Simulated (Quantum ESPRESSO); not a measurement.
# MnH2O2 (Pyrochroite): which magnetic order is lowest, part 2 of 2

Does MnH2O2 (Pyrochroite) prefer parallel or opposed moments, or none?

Quantum ESPRESSO 7.5; LDA; plane waves with GBRV 1.5 LDA potentials, no spin-orbit coupling.

So far, absolute magnetization (μB): step 3 (run 2, typed as antiferro q=(0,1/2,1/2) +−) 9.40.

**4. Run 3, typed as antiferro q=(0,0,1/2) +−**

This order needs a doubled cell of 10 atoms.

Input file pw.in:

```
&CONTROL
  calculation = 'scf'
  prefix = 'pwscf'
  outdir = './tmp'
  pseudo_dir = './pseudo'
  disk_io = 'nowf'
/
&SYSTEM
  ibrav = 0
  celldm(1) = 8
  nat = 10
  ntyp = 4
  ecutwfc = 40
  ecutrho = 280
  nbnd = 41
  occupations = 'smearing'
  smearing = 'fd'
  degauss = 0.00367493
  nspin = 2
  starting_magnetization(1) = 0.3
  starting_magnetization(2) = -0.3
  starting_magnetization(3) = 0
  starting_magnetization(4) = 0
/
&ELECTRONS
  conv_thr = 2d-08
  electron_maxstep = 150
  mixing_beta = 0.3
/
ATOMIC_SPECIES
Mn1    54.9380 mn_lda_v1.5.uspp.F.UPF
Mn2    54.9380 mn_lda_v1.5.uspp.F.UPF
H       1.0080 h_lda_v1.4.uspp.F.UPF
O      15.9990 o_lda_v1.2.uspp.F.UPF
CELL_PARAMETERS alat
   0.7677012381292    0.0000000000000    0.0000000000000
  -0.3838506190646    0.6648487747368    0.0000000000000
   0.0000000000000    0.0000000000000    2.1164932595809
ATOMIC_POSITIONS crystal
Mn1     0.0000000000    0.0000000000    0.0000000000
Mn2     0.0000000000    0.0000000000    0.5000000000
H       0.3333333333    0.6666666667    0.2230000000
H       0.3333333333    0.6666666667    0.7230000000
H       0.6666666667    0.3333333333    0.2770000000
H       0.6666666667    0.3333333333    0.7770000000
O       0.3333333333    0.6666666667    0.1130000000
O       0.3333333333    0.6666666667    0.6130000000
O       0.6666666667    0.3333333333    0.3870000000
O       0.6666666667    0.3333333333    0.8870000000
K_POINTS automatic
8 8 2 0 0 0
```

Command:

```console
$ OMP_NUM_THREADS=1 mpirun -n 4 pw.x -nk 4 -in pw.in > pw.out
```

Log:

```text
     [... lines left out ...]
Program PWSCF v.7.5 starts
     [... lines left out ...]
     number of atoms/cell      =           10
     [... lines left out ...]
     number of electrons       =        58.00
     number of Kohn-Sham states=           41
     kinetic-energy cutoff     =      40.0000  Ry
     charge density cutoff     =     280.0000  Ry
     scf convergence threshold =      2.0E-08
     [... lines left out ...]
     12 Sym. Ops., with inversion, found
     [... lines left out ...]
     number of k points=    20  Fermi-Dirac smearing, width (Ry)=  0.0037
     [... lines left out ...]
     iteration # 11     ecut=    40.00 Ry     beta= 0.30
     [... lines left out ...]
     Magnetic moment per site  (integrated on atomic sphere of radius R)
     atom   1 (R=0.208)  charge= 12.4323  magn=  4.0775
     atom   2 (R=0.208)  charge= 12.4323  magn= -4.0775
     atom   3 (R=0.096)  charge=  0.3912  magn=  0.0047
     atom   4 (R=0.096)  charge=  0.3912  magn= -0.0047
     atom   5 (R=0.096)  charge=  0.3912  magn= -0.0047
     atom   6 (R=0.096)  charge=  0.3912  magn=  0.0047
     atom   7 (R=0.096)  charge=  2.0084  magn=  0.0535
     atom   8 (R=0.096)  charge=  2.0084  magn= -0.0535
     atom   9 (R=0.096)  charge=  2.0084  magn= -0.0535
     atom  10 (R=0.096)  charge=  2.0084  magn=  0.0535
     [... lines left out ...]
     the Fermi energy is     8.8635 ev
!    total energy              =    -556.26707839 Ry
     estimated scf accuracy    <       0.00000001 Ry
     smearing contrib. (-TS)   =      -0.00005589 Ry
     [... lines left out ...]
     total magnetization       =    -0.00 Bohr mag/cell
     absolute magnetization    =     9.87 Bohr mag/cell
     convergence has been achieved in  11 iterations
```

Elapsed: 16 s, on 4 MPI ranks of Arm Neoverse V2, shared host; peak memory 0.51 GiB; 65 s of CPU time.

Spin moment in the atom's sphere by atom:

| atom | spin moment in the atom's sphere (μB) |
| --- | --- |
| Mn1 | 4.08 |
| Mn2 | -4.08 |
| H3 | 0.00 |
| H4 | 0.00 |
| H5 | 0.00 |
| H6 | 0.00 |
| O7 | 0.05 |
| O8 | -0.05 |
| O9 | -0.05 |
| O10 | 0.05 |

Numbers from this step:

| Property | Result |
| --- | --- |
| smearing term TS | 7.60e-4 eV |
| magnetization | 0 μB |
| absolute magnetization | 9.872 μB |
| final state | antiferromagnetic |

**5. Run 4, typed as no spin polarisation**

Input file pw.in:

```
&CONTROL
  calculation = 'scf'
  prefix = 'pwscf'
  outdir = './tmp'
  pseudo_dir = './pseudo'
  disk_io = 'nowf'
/
&SYSTEM
  ibrav = 0
  celldm(1) = 8
  nat = 5
  ntyp = 3
  ecutwfc = 40
  ecutrho = 280
  nbnd = 23
  occupations = 'smearing'
  smearing = 'fd'
  degauss = 0.00367493
/
&ELECTRONS
  conv_thr = 1d-08
  electron_maxstep = 150
  mixing_beta = 0.3
/
ATOMIC_SPECIES
Mn     54.9380 mn_lda_v1.5.uspp.F.UPF
H       1.0080 h_lda_v1.4.uspp.F.UPF
O      15.9990 o_lda_v1.2.uspp.F.UPF
CELL_PARAMETERS alat
   0.7677012381292    0.0000000000000    0.0000000000000
  -0.3838506190646    0.6648487747368    0.0000000000000
   0.0000000000000    0.0000000000000    1.0582466297904
ATOMIC_POSITIONS crystal
Mn      0.0000000000    0.0000000000    0.0000000000
H       0.3333333333    0.6666666667    0.4460000000
H       0.6666666667    0.3333333333    0.5540000000
O       0.3333333333    0.6666666667    0.2260000000
O       0.6666666667    0.3333333333    0.7740000000
K_POINTS automatic
8 8 4 0 0 0
```

Log:

```text
     [... lines left out ...]
Program PWSCF v.7.5 starts
     [... lines left out ...]
     number of atoms/cell      =            5
     [... lines left out ...]
     number of electrons       =        29.00
     number of Kohn-Sham states=           23
     kinetic-energy cutoff     =      40.0000  Ry
     charge density cutoff     =     280.0000  Ry
     scf convergence threshold =      1.0E-08
     [... lines left out ...]
     12 Sym. Ops., with inversion, found
     [... lines left out ...]
     number of k points=    35  Fermi-Dirac smearing, width (Ry)=  0.0037
     [... lines left out ...]
     iteration # 10     ecut=    40.00 Ry     beta= 0.30
     [... lines left out ...]
     the Fermi energy is     8.3677 ev
!    total energy              =    -278.01843422 Ry
     estimated scf accuracy    <          8.5E-09 Ry
     smearing contrib. (-TS)   =      -0.00601212 Ry
     [... lines left out ...]
     convergence has been achieved in  10 iterations
```

The job ended after 3.7 s (4 MPI ranks; peak memory 0.29 GiB).

Read from the output:

* smearing term TS: 0.08180 eV
* final state: non-magnetic (no spin polarisation)

**6. The states side by side**

An order is kept where moments of 0.15 μB or more survive with the typed signs; meshes match where a doubled cell samples the same k points as the first cell.

Orders:

| start | final state | typed order kept | energy over the lowest (meV a seeded atom) | largest site moment (μB) | net moment (μB a cell of the first run) | mesh matched | CPU time (s) |
| --- | --- | --- | --- | --- | --- | --- | --- |
| ferro + | ferromagnetic | yes | 45.68 | 4.083 | 5 | yes | 29.62 |
| antiferro q=(0,1/2,1/2) +- | antiferromagnetic | yes | 0 | 4.037 | 0 | no | 198.5 |
| antiferro q=(0,0,1/2) +- | antiferromagnetic | yes | 39.44 | 4.077 | 0 | yes | 64.95 |
| no spin polarisation | non-magnetic | - | 1606 | 0 | 0 | yes | 14.27 |

**7. Results**

| Property | Result |
| --- | --- |
| lowest state found | antiferromagnetic (from antiferro q=(0,1/2,1/2) +-) |
| largest site moment | 4.04 μB |
| next state with moments | antiferromagnetic, 39.4 meV a seeded atom higher |
| state without moments | 1606 meV a seeded atom higher |

**Reading.** Forming the moments gains more than four times the spread of the orders, as local moments do. The k meshes of the cells are not all equivalent, which blurs small differences. This is the lowest of 4 collinear or spinless starts, no proof of the ground state. No Hubbard term acts here. In such compounds local and semilocal functionals without one often delocalise the d electrons, and can shrink or lose moments and miss the size, sign and order of the couplings.

[Logs and program files are shortened in this print: banners, set-up blocks, solver, clock and traceback lines can be left out without a mark of their own.]

[Logs are printed without paths, hosts, clocks, repeated set-up lines and the standing remarks that a program may print on its own settings, such as how far it seeks lower states.]

[Hosts, paths, dates, database ids (printed as entryN), source tags and the programs' standing remarks are cut or masked in the printed files.]

[Where a cell is said to come from a database of computed structures, the database is the Materials Project.]
